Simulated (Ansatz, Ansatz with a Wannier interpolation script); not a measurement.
# From a coarse GW mesh to bands everywhere: ThSeO (P4/nmm)

G0W0 gives levels on a mesh alone; what do the bands of ThSeO (P4/nmm) look like between the points?

Calculated with Ansatz 0.2.0; LDA, Wannier functions and G0W0, plane waves, PAW.

## (1) The starting structure

Symmetry: P4/nmm, No. 129, tetragonal system. Conventional cell: a = 4.038 Å, b = 4.038 Å, c = 7.030 Å, α = 90.00°, β = 90.00°, γ = 90.00°. Th has 4 O at 2.38 Å and 6 Se at 3.15 to 3.87 Å and 4 Th at 3.82 Å nearest. Nearest to Se lie 6 Th at 3.15 to 3.87 Å. O has 4 Th at 2.38 Å nearest. Farther neighbours and most contacts between anions are not listed.

The cell and positions come from the Crystallography Open Database and are kept as given unless a step says otherwise. Spin-orbit coupling is left out unless a step names it. The default PAW set here is soft_2. Its files were made with PBE.

## (2) LDA bands

Levels along a band path, at the cheap level, show where the edges lie and whether the meshes to come will hold them.

This step: DFT, LDA, plane waves, PAW.

The input, input.yaml:

```yaml
crystal:
  lattice:
    - [4.038, 0.0, 0.0]
    - [0.0, 4.038, 0.0]
    - [0.0, 0.0, 7.03]
  atoms:
    - { symbol: Th, position: [0.0, 0.5, 0.18] }
    - { symbol: Th, position: [0.5, 0.0, 0.82] }
    - { symbol: Se, position: [0.0, 0.5, 0.63] }
    - { symbol: Se, position: [0.5, 0.0, 0.37] }
    - { symbol: O, position: [0.0, 0.0, 0.0] }
    - { symbol: O, position: [0.5, 0.5, 0.0] }
kpoints:
  mp_grid: { grid: [4, 4, 2] }
  band_path:
    path:
      - [[0.0, 0.0, 0.0], [0.0, 0.5, 0.0], [0.5, 0.5, 0.0], [0.0, 0.0, 0.0], [0.0, 0.0, 0.5], [0.0, 0.5, 0.5], [0.5, 0.5, 0.5], [0.0, 0.0, 0.5]]
      - [[0.0, 0.5, 0.0], [0.0, 0.5, 0.5]]
      - [[0.5, 0.5, 0.0], [0.5, 0.5, 0.5]]
    npoints: 10
hamiltonian:
  xc: lda
scf:
  occupations: { method: fermi_dirac, width: 0.02 }
  n_extra_bands: 60
output:
  eigenvalues: true
  fatbands: true
  write_density: true
  write_potential: true
  elf: true
  volumetric_format: npy
```

Started as:

```
> ansatz run input.yaml --threads 16 --pin off --max-ram 27648MiB --backend cpu --events-out ev --progress --plain --runs-dir out
```

Numbers of over 12 decimals in the logs are rounded to 6 here.

Output:

```text
Th: projections on atomic orbitals take those of the free atom [Xe 4f14 5d10] 5f0 6s2 6p6 6d2 7s2, of charge +0.00 (hamiltonian.pseudopotentials.projection_atoms); the dataset's partial waves leave at most 9.8e-5 of an orbital's norm unspanned inside its sphere
scf.n_extra_bands = 60 over 34 filled bands (N_el = 68.0): the run solves 94 bands
Engine: ansatz 0.2.0, aarch64-unknown-linux-gnu
Pseudopotentials: kind: paw
Pseudopotential: Th, paw, valence charge 12, recommended cutoff 420 eV (normal), Th.paw.azcp
Pseudopotential: Se, paw, valence charge 16, recommended cutoff 420 eV (normal), Se.paw.azcp
Pseudopotential: O, paw, valence charge 6, recommended cutoff 420 eV (normal), O.paw.azcp
Functional definition: SPW92
  exchange = slater_x
  correlation = pw_c
Crystal: 6 atoms, lattice volume = 114.627 Å³
Basis set: ecut = 420 eV, 2255 PW (Γ)
Bands: 94, of which v1, the nominal top of the filled ones, is band 34 counted from 1 (33 counted from 0)
Symmetry: 16 space group operations
Space group: P4/nmm (ITA 129), of the structure as read, at distance tolerance 4.9e-5 Å
k-points: 12 of 32
Non-local potential: Th, projectors of the file, l = 0: 3, l = 1: 2, l = 2: 2, l = 3: 3
Non-local potential: Se, projectors of the file, l = 0: 2, l = 1: 2, l = 2: 3, l = 3: 1
Non-local potential: O, projectors of the file, l = 0: 2, l = 1: 2, l = 2: 1
PAW form: soft (Blöchl's): semilocal exchange-correlation on the pseudo side does not see the compensation charge
PAW frozen core: Th, regenerated for the run's functional, and the local potential with it (the file was generated under x = pbe(κ = 0.804, μ = 0.219515), c = pbe(β = 0.066725))
PAW frozen core: Se, regenerated for the run's functional, and the local potential with it (the file was generated under x = pbe(κ = 0.804, μ = 0.219515), c = pbe(β = 0.066725))
PAW frozen core: O, regenerated for the run's functional, and the local potential with it (the file was generated under x = pbe(κ = 0.804, μ = 0.219515), c = pbe(β = 0.066725))
PAW one-centre angular grid: Th, 590 points (default); XC on 64 Gauss nodes
PAW one-centre angular grid: Se, 590 points (default); XC on 64 Gauss nodes
PAW one-centre angular grid: O, 110 points (default); XC on 64 Gauss nodes
Initial density: superposition of atomic densities (neutral atoms: chi_scale 0, normalization atom), corrected by the library's trained network
Initial wavefunctions: pseudopotential atomic-orbital guess
Functional: x = slater, c = lda
SCF iter   1: F=—  HF=-37634.692053 eV  |F-HF|=—  |Δ(HF+E_count)|=         —  Δρ=1.11e-2  dr2=1.16e-1  ethr=1.77e-3  ⟨swp⟩=5.5  Hψ=4949  notcnv=0  defer=345
preconditioner: auto → Resta (q_TF=auto, 2.501 Å⁻¹)  ε∞=2.1  [insulator: Δε(μ)=0.645 eV  Ē_g=21.810 eV  σ=0.020 eV  W_gap=1.00  n_scr=36 (ndim 8)  ℏωp=23.0 eV  f_vac=0.000  D(μ)=0.00/eV (n_scr^D=0)  ε∞_Penn≈2.1]
SCF iter   2: F=—  HF=-37634.674327 eV  |F-HF|=—  |Δ(HF+E_count)|=   1.77e-2  Δρ=4.77e-3  dr2=2.56e-2  ethr=1.70e-4  ⟨swp⟩=1.8  Hψ=1343  notcnv=0  defer=591
SCF iter   3: F=—  HF=-37634.670417 eV  |F-HF|=—  |Δ(HF+E_count)|=   3.91e-3  Δρ=9.10e-4  dr2=1.20e-3  ethr=3.76e-5  ⟨swp⟩=2.0  Hψ=714  notcnv=0  defer=639
SCF iter   4: F=—  HF=-37634.670132 eV  |F-HF|=—  |Δ(HF+E_count)|=   2.85e-4  Δρ=1.68e-4  dr2=6.44e-5  ethr=1.77e-6  ⟨swp⟩=2.5  Hψ=786  notcnv=0  defer=639
SCF iter   5: F=—  HF=-37634.670111 eV  |F-HF|=—  |Δ(HF+E_count)|=   2.11e-5  Δρ=5.26e-5  dr2=3.44e-6  ethr=9.48e-8  ⟨swp⟩=2.0  Hψ=897  notcnv=0  defer=639
SCF iter   6: F=—  HF=-37634.670110 eV  |F-HF|=—  |Δ(HF+E_count)|=   1.58e-6  Δρ=1.74e-5  dr2=2.15e-7  ethr=5.05e-9  ⟨swp⟩=2.0  Hψ=897  notcnv=0  defer=639
SCF iter   7: F=-37634.670110 eV  HF=-37634.670110 eV  |F-HF|=9.46e-11  |Δ(HF+E_count)|=   1.02e-8  Δρ=2.39e-6  dr2=4.02e-9  ethr=1.47e-10  ⟨swp⟩=10.9  Hψ=7189  notcnv=0
SCF 1 converged in 7 iterations: F = -37634.670110 eV  dr2 = 4.02e-9
[...]
NSCF: frozen V_eff on 93 k-points
SCF converged after 7 iterations
Free energy (F): -37634.670110 eV
Harris-Foulkes:  -37634.670110 eV  (|F-HF|=9.46e-11)
Internal energy: -37634.670110 eV  (E = F + TS)
E sigma→0 (E₀):  -37634.670110 eV
Fermi energy:    13.565757 eV
--- Per-component energies (eV) ---
  E_band       = -610.222398
  E_kinetic    = 1045.574180
  E_local      = -5746.546972  (includes V_loc(G=0)·N_el)
  E_nonlocal   = -757.209811
  E_hartree    = 2669.497381
  E_xc         = -1130.031823
  E_vxc        = -747.834346  (∫ρ·V_xc dr)
  E_paw        = -27327.536873  (= ΣΔE_a)
  E_vpaw       = 256.795364  (= ΣTr[D̂ρ^β])
  E_aug_tail   = 0.003750  (compensation charges beyond the density's cutoff)
  E_ewald      = -6393.530268
  E_core_change = 5.110326  (= ΣΔE_core)
  E_smearing   = -0.000000  (= −TS)
  E_closure    = -0.000000  (closes the sum)
  Σ components = -37634.670110   (vs F -37634.670110, Δ=0.00e0)
--- Band table (eV; the first three rows and the last of 12) ---
  k-point 0: bands = [... 30 lower, 11.0883, 12.5957, 13.2297, 13.2297, 13.8879, 14.9662, 15.0928, 15.6413, ... 56 higher]
  k-point 1: bands = [... 30 lower, 11.4059, 11.4130, 12.8042, 12.8042, 14.3956, 14.4833, 15.0959, 15.8041, ... 56 higher]
  k-point 2: bands = [... 30 lower, 10.9930, 11.6870, 12.3777, 12.3931, 14.7608, 15.3202, 15.4240, 15.4634, ... 56 higher]
  k-point 11: bands = [... 30 lower, 11.3677, 11.3677, 11.8676, 11.8676, 15.3772, 15.3772, 15.6162, 15.6162, ... 56 higher]
```

Elapsed: 8.4 s, on 16 threads of Arm Neoverse N1, shared host; peak memory 1.4 GiB.

Reading the cycles: dr2 is the Hartree energy of the density residual (eV), the measure of convergence; HF is the Harris–Foulkes estimate of the energy, which meets the free energy F at convergence.

Numbers from this step:

| Item | Value |
| --- | --- |
| filled bands | 34 |
| gap | 0.6582 eV |
| valence top at | Γ |
| conduction bottom at | Γ |
| least direct gap | 0.6582 eV |

The gap is direct, at Γ.

ELF in the ac plane at fractional y = 0.000, with atoms of Th and Se and O within 0.2 Å of it. It is the smooth field of the valence electrons, not physical close to the nuclei.

Ten even steps from '_' (0.02) to '@' (0.85), each cell a mean:
```
**%%%%++::++%%@@##==::**@@##
@@@@##--++%%@@@@@@%%====%%@@
%%**----%%%%==--**@@##--==##
--::..++@@**____::%%%%--..--
____..++@@**____::%%%%==____
____..++@@%%==--**@@%%--____
______::**%%@@@@@@%%++..____
________--++%%%%##++::______
__________..----::..________
________..::------::________
______..==##%%%%%%**--..____
____..==##@@@@@@@@%%**--____
____--**%%@@@@%%@@@@%%++::__
__..++##@@%%**++##%%%%##--..
__::**%%@@##::..==%%@@%%++..
..--##%%@@##--..==%%@@%%++::
..::**%%@@%%##**##@@@@%%++..
__..==##%%%%%%%%%%%%%%**--..
____..--**##%%%%####++--..__
::......--==****++==::......
##**--..__..::::......::==**
@@@@##==..__________..==%%@@
##%%@@**..__________--##@@%%
--##@@**....::--::..--##@@**
```
Columns run along a (4.0 Å), rows up along c (7.0 Å). Atoms in or near the plane, at fractional coordinates: Th at (0.50, 0.82), Se at (0.50, 0.37), O at (0.00, 0.00).

Electrostatic potential energy in the ac plane at fractional y = 0.000, with atoms of Th and Se and O within 0.2 Å of it. With pseudopotentials it is smooth inside the atoms' cores, unlike the true potential.

Ten even steps from '_' (-71 eV) to '@' (18 eV), each cell a mean:
```
--++##@@%%##****####%%@@**==
**##%%%%##++----==**%%%%%%**
@@@@@@%%++::______--**%%@@@@
@@@@%%##==________..++%%@@@@
@@@@%%##==________..++%%@@@@
@@@@@@%%++::______--**%%@@@@
@@@@@@%%##++----==**%%%%@@@@
@@@@@@@@%%##****####%%@@@@@@
@@@@@@@@@@@@%%%%%%@@@@@@@@@@
@@@@@@@@@@@@@@@@@@@@@@@@@@@@
@@@@@@@@@@@@@@@@@@@@@@@@@@@@
@@@@@@@@@@@@%%%%%%@@@@@@@@@@
@@@@@@@@%%##########@@@@@@@@
@@@@@@@@####%%%%####%%@@@@@@
@@@@@@@@####%%@@%%##%%@@@@@@
@@@@@@@@####%%%%%%##%%@@@@@@
@@@@@@@@%%##########%%@@@@@@
@@@@@@@@@@%%######%%@@@@@@@@
@@@@@@@@@@@@@@@@@@@@@@@@@@@@
@@@@@@@@@@@@@@@@@@@@@@@@@@@@
@@@@@@@@@@@@@@@@@@@@@@@@@@@@
##%%@@@@@@@@@@@@@@@@@@@@@@%%
==++%%@@@@@@@@@@@@@@@@@@##++
::==##@@@@%%%%%%%%@@@@@@++--
```
Columns run along a (4.0 Å; values clipped at the 3rd and 97th percentile), rows up along c (7.0 Å). Atoms in or near the plane, at fractional coordinates: Th at (0.50, 0.82), Se at (0.50, 0.37), O at (0.00, 0.00).

## (3) Wannier functions (O:2p Se:4p Th:6d Th:5f) on 8×8×4

Localised functions give a small Hamiltonian that interpolates between mesh points at no cost.

This step: maximally localised Wannier functions, LDA, plane waves, PAW.

input.yaml, the sections that differ from step 2:

```yaml
kpoints:
  mp_grid: { grid: [4, 4, 2] }
scf:
  occupations: { method: fixed }
  n_extra_bands: 60
output:
  wannier:
    kmesh: [8, 8, 4]
    projections:
      - { species: O, l: p, shell: 2 }
      - { species: Se, l: p, shell: 4 }
      - { species: Th, l: d, shell: 6 }
      - { species: Th, l: f, shell: 5 }
    minimise: true
    write_hr: true
    seedname: w
    conv_tol: 1.0e-07
    max_iter: 4000
    disentanglement:
      window: [6.71, 22.1]
      frozen_window: [6.71, 17.89]
      conv_tol: 1.0e-08
# crystal, hamiltonian: as in step 2
```

Output:

```text
[...]
Crystal: 6 atoms, lattice volume = 114.627 Å³
Basis set: ecut = 420 eV, 2255 PW (Γ)
Bands: 94, of which v1, the nominal top of the filled ones, is band 34 counted from 1 (33 counted from 0)
Symmetry: 16 space group operations
[...]
k-points: 12 of 32
[...]
SCF iter   1: F=—  HF=-37634.692313 eV  |F-HF|=—  |Δ(HF+E_count)|=         —  Δρ=1.10e-2  dr2=1.15e-1  ethr=1.77e-3  ⟨swp⟩=4.0  Hψ=3704  notcnv=0  defer=665
[...]
SCF iter   7: F=-37634.670110 eV  HF=-37634.670110 eV  |F-HF|=1.22e-8  |Δ(HF+E_count)|=   7.11e-8  Δρ=8.92e-6  dr2=5.73e-8  ethr=1.47e-10  ⟨swp⟩=13.2  Hψ=8870  notcnv=0
SCF 1 converged in 7 iterations: F = -37634.670110 eV  dr2 = 5.73e-8
[...]
NSCF: frozen V_eff on 49 k-points
the Wannier pass solved 49 of the 256 points of its mesh, and has the states at the others by symmetry: states obtained by the crystal's operations at points that were solved too leave a residual of 6.22e-13 eV (read by the count's bands and the next), within 6.67e-6 eV
SCF converged after 7 iterations
Free energy (F): -37634.670110 eV
[...]
Internal energy: -37634.670110 eV  (E = F + TS)
E sigma→0 (E₀):  -37634.670110 eV
Fermi energy:    13.229748 eV
[...]
--- Band table (eV; the first three rows and the last of 12) ---
  k-point 0: bands = [... 30 lower, 11.0884, 12.5958, 13.2297, 13.2297, 13.8880, 14.9662, 15.0929, 15.6413, ... 56 higher]
  k-point 1: bands = [... 30 lower, 11.4060, 11.4130, 12.8042, 12.8042, 14.3956, 14.4834, 15.0959, 15.8041, ... 56 higher]
  k-point 2: bands = [... 30 lower, 10.9930, 11.6870, 12.3778, 12.3931, 14.7608, 15.3202, 15.4241, 15.4634, ... 56 higher]
  k-point 11: bands = [... 30 lower, 11.3678, 11.3678, 11.8676, 11.8676, 15.3772, 15.3772, 15.6163, 15.6163, ... 56 higher]
Wannier search: line search 1 of at most 4000: gauge-dependent spread (as the search counts it) 12.0537968 Å², largest recent change 2.0e0 Å² and fall left 1.3e-2 Å² against conv_tol 1.0e-7 Å², 0 stops escaped
WARN: <dir> 3290 periodic images of 3234 elements of H(R) lie 4.88e-4 to 1.95e-3 Å beyond their element's nearest image, near the 9.77e-4 Å window within which an element is shared among its images; whether they share it moves the interpolated H(k) by 6.0e-3 eV (Frobenius norm, root mean square over the Brillouin zone); at the model's own mesh points H(k) does not change
```

Wall time 27 s (16 threads); peak memory 1.6 GiB.

w.win, one line in 2:

```text
! ansatz wannier90 interface
! states of the run's bands (counted from 1): 1-62
num_wann  = 36
conv_tol = 1e-7
dis_win_min = 6.71
dis_froz_min = 6.71
dis_num_iter = 10000
guiding_centres = true

Ang
                      0.0                    4.038                      0.0
end unit_cell_cart
begin atoms_frac
Th                       0.5                      0.0                     0.82
Se                       0.5                      0.0                     0.37
O                        0.5                      0.5                      0.0
```

This step gave:

```yaml
gauge_invariant_spread: 58.28 Å²
diagonal_spread: 0.07161 Å²
off_diagonal_spread: 7.967 Å²
total_spread: 66.31 Å²
least_projectability: 0.4531
localisation_steps: 63
disentanglement_steps: 67
r_m_s_interpolation_error: 0.001307 eV
r_m_s_error_near_the_gap: 0.001399 eV
```

Near the gap the model misses directly solved bands by 1.4 meV r.m.s. and by 25 meV at most in the window tested. This tests the starting bands, not the corrections carried with them.

Wannier functions, by row:

```csv
function,x (Å),y (Å),z (Å),spread (Å²),nearest atom,distance (Å)
1,0.056,0,-0.035,1.157,O5,0.066
2,-0.056,0,-0.035,1.157,O5,0.066
3,0,0,0.07,1.18,O5,0.07
4,2.019,2.075,-0.035,1.157,O6,0.066
5,2.019,2.019,0.07,1.18,O6,0.07
6,2.019,1.963,-0.035,1.157,O6,0.066
7,0,2.019,4.454,2.361,Se3,0.025
8,0,2.019,4.422,2.295,Se3,0.007
9,0,2.019,4.422,2.295,Se3,0.007
10,2.019,0,2.576,2.361,Se4,0.025
11,2.019,0,2.608,2.295,Se4,0.007
12,2.019,0,2.608,2.295,Se4,0.007
13,0,2.017,0.779,1.931,Th1,0.487
14,-0.001,2.017,1.862,2.421,Th1,0.597
15,0,2.027,1.862,2.421,Th1,0.597
16,-0.01,1.538,1.365,1.937,Th1,0.491
17,-0.464,2.144,1.361,1.913,Th1,0.49
18,2.018,0.001,6.251,1.93,Th2,0.487
19,2.027,0.001,5.168,2.421,Th2,0.597
20,2.017,-0.003,5.168,2.421,Th2,0.597
21,1.539,-0.032,5.665,1.936,Th2,0.491
22,2.163,-0.459,5.67,1.905,Th2,0.49
23,-0.381,1.72,1.358,1.845,Th1,0.493
24,0.001,2.014,1.019,1.362,Th1,0.247
25,0.226,2.446,1.357,1.871,Th1,0.491
26,0,2.017,1.092,1.373,Th1,0.174
27,-0.21,2.453,1.358,1.877,Th1,0.491
28,0.371,1.707,1.359,1.843,Th1,0.493
29,0.469,2.126,1.362,1.919,Th1,0.49
30,1.735,-0.392,5.672,1.849,Th2,0.493
31,2.461,-0.192,5.672,1.885,Th2,0.49
32,2.437,0.243,5.673,1.864,Th2,0.492
33,1.693,0.359,5.671,1.841,Th2,0.494
34,2.017,0.001,5.938,1.373,Th2,0.174
35,2.105,0.473,5.667,1.925,Th2,0.491
36,2.015,0.002,6.011,1.362,Th2,0.247
```

Frozen up to 4.66 eV; above it the model need not follow the bands. The electronic bands at the labelled points (eV, zero at the valence-band top):

| point | band 31 | band 32 | band 33 | band 34 | band 35 | band 36 | band 37 | band 38 |
| --- | --- | --- | --- | --- | --- | --- | --- | --- |
| Γ | -2.14 | -0.63 | 0.00 | 0.00 | 0.66 | 1.74 | 1.86 | 2.41 |
| halfway | -2.24 | -1.54 | -0.85 | -0.84 | 1.53 | 2.09 | 2.19 | 2.23 |
| X | -1.92 | -1.92 | -1.41 | -1.41 | 1.84 | 1.84 | 2.58 | 2.58 |
| halfway | -1.93 | -1.93 | -1.23 | -1.23 | 2.05 | 2.05 | 2.25 | 2.25 |
| M | -2.35 | -2.35 | -1.40 | -1.40 | 1.97 | 1.97 | 2.38 | 2.38 |
| halfway | -1.95 | -1.90 | -1.25 | -0.83 | 1.94 | 2.18 | 2.28 | 2.43 |
| Γ | -2.14 | -0.63 | 0.00 | 0.00 | 0.66 | 1.74 | 1.86 | 2.41 |
| halfway | -2.00 | -1.14 | -0.20 | -0.20 | 0.82 | 1.59 | 1.86 | 2.47 |
| Z | -1.82 | -1.82 | -0.43 | -0.43 | 1.17 | 1.25 | 1.87 | 2.57 |
| halfway | -1.84 | -1.15 | -0.97 | -0.75 | 1.79 | 1.99 | 2.23 | 2.30 |
| R | -1.78 | -1.78 | -1.30 | -1.30 | 2.04 | 2.04 | 2.51 | 2.51 |
| halfway | -1.98 | -1.98 | -1.51 | -1.51 | 2.17 | 2.17 | 2.31 | 2.31 |
| A | -1.86 | -1.86 | -1.36 | -1.36 | 2.15 | 2.15 | 2.39 | 2.39 |
| halfway | -2.53 | -1.59 | -1.02 | -0.94 | 2.08 | 2.22 | 2.29 | 2.34 |
| Z | -1.82 | -1.82 | -0.43 | -0.43 | 1.17 | 1.25 | 1.87 | 2.57 |
| jump to X | -1.92 | -1.92 | -1.41 | -1.41 | 1.84 | 1.84 | 2.58 | 2.58 |
| halfway | -1.85 | -1.85 | -1.34 | -1.34 | 1.96 | 1.96 | 2.55 | 2.55 |
| R | -1.78 | -1.78 | -1.30 | -1.30 | 2.04 | 2.04 | 2.51 | 2.51 |
| jump to M | -2.35 | -2.35 | -1.40 | -1.40 | 1.97 | 1.97 | 2.38 | 2.38 |
| halfway | -2.09 | -2.09 | -1.38 | -1.38 | 2.04 | 2.04 | 2.39 | 2.39 |
| A | -1.86 | -1.86 | -1.36 | -1.36 | 2.15 | 2.15 | 2.39 | 2.39 |

The same for Kohn-Sham, solved directly:

```csv
point,band 31,band 32,band 33,band 34,band 35,band 36,band 37,band 38
Γ,-2.14,-0.63,0.00,0.00,0.66,1.74,1.86,2.41
X,-1.92,-1.92,-1.41,-1.41,1.84,1.84,2.58,2.58
M,-2.35,-2.35,-1.40,-1.40,1.97,1.97,2.38,2.38
Γ,-2.14,-0.63,0.00,0.00,0.66,1.74,1.86,2.41
Z,-1.82,-1.82,-0.43,-0.43,1.17,1.25,1.87,2.57
R,-1.78,-1.78,-1.30,-1.30,2.04,2.04,2.51,2.51
A,-1.86,-1.86,-1.36,-1.36,2.15,2.15,2.39,2.39
Z,-1.82,-1.82,-0.43,-0.43,1.17,1.25,1.87,2.57
X,-1.92,-1.92,-1.41,-1.41,1.84,1.84,2.58,2.58
R,-1.78,-1.78,-1.30,-1.30,2.04,2.04,2.51,2.51
M,-2.35,-2.35,-1.40,-1.40,1.97,1.97,2.38,2.38
A,-1.86,-1.86,-1.36,-1.36,2.15,2.15,2.39,2.39
```

[end of part 1 of 3]

[Paths, hosts, dates, memory and timing lines, banners, echoed tables and standing remarks are left out of the program output.]

[Logs are printed without paths, hosts, clocks, repeated set-up lines and the standing remarks that a program may print on its own settings, such as how far it seeks lower states.]

[Runs of the session that timed out or met a known fault of the program may be left out.]

[Hosts, paths, dates, database ids (printed as entryN), source tags and the programs' standing remarks are cut or masked in the printed files.]
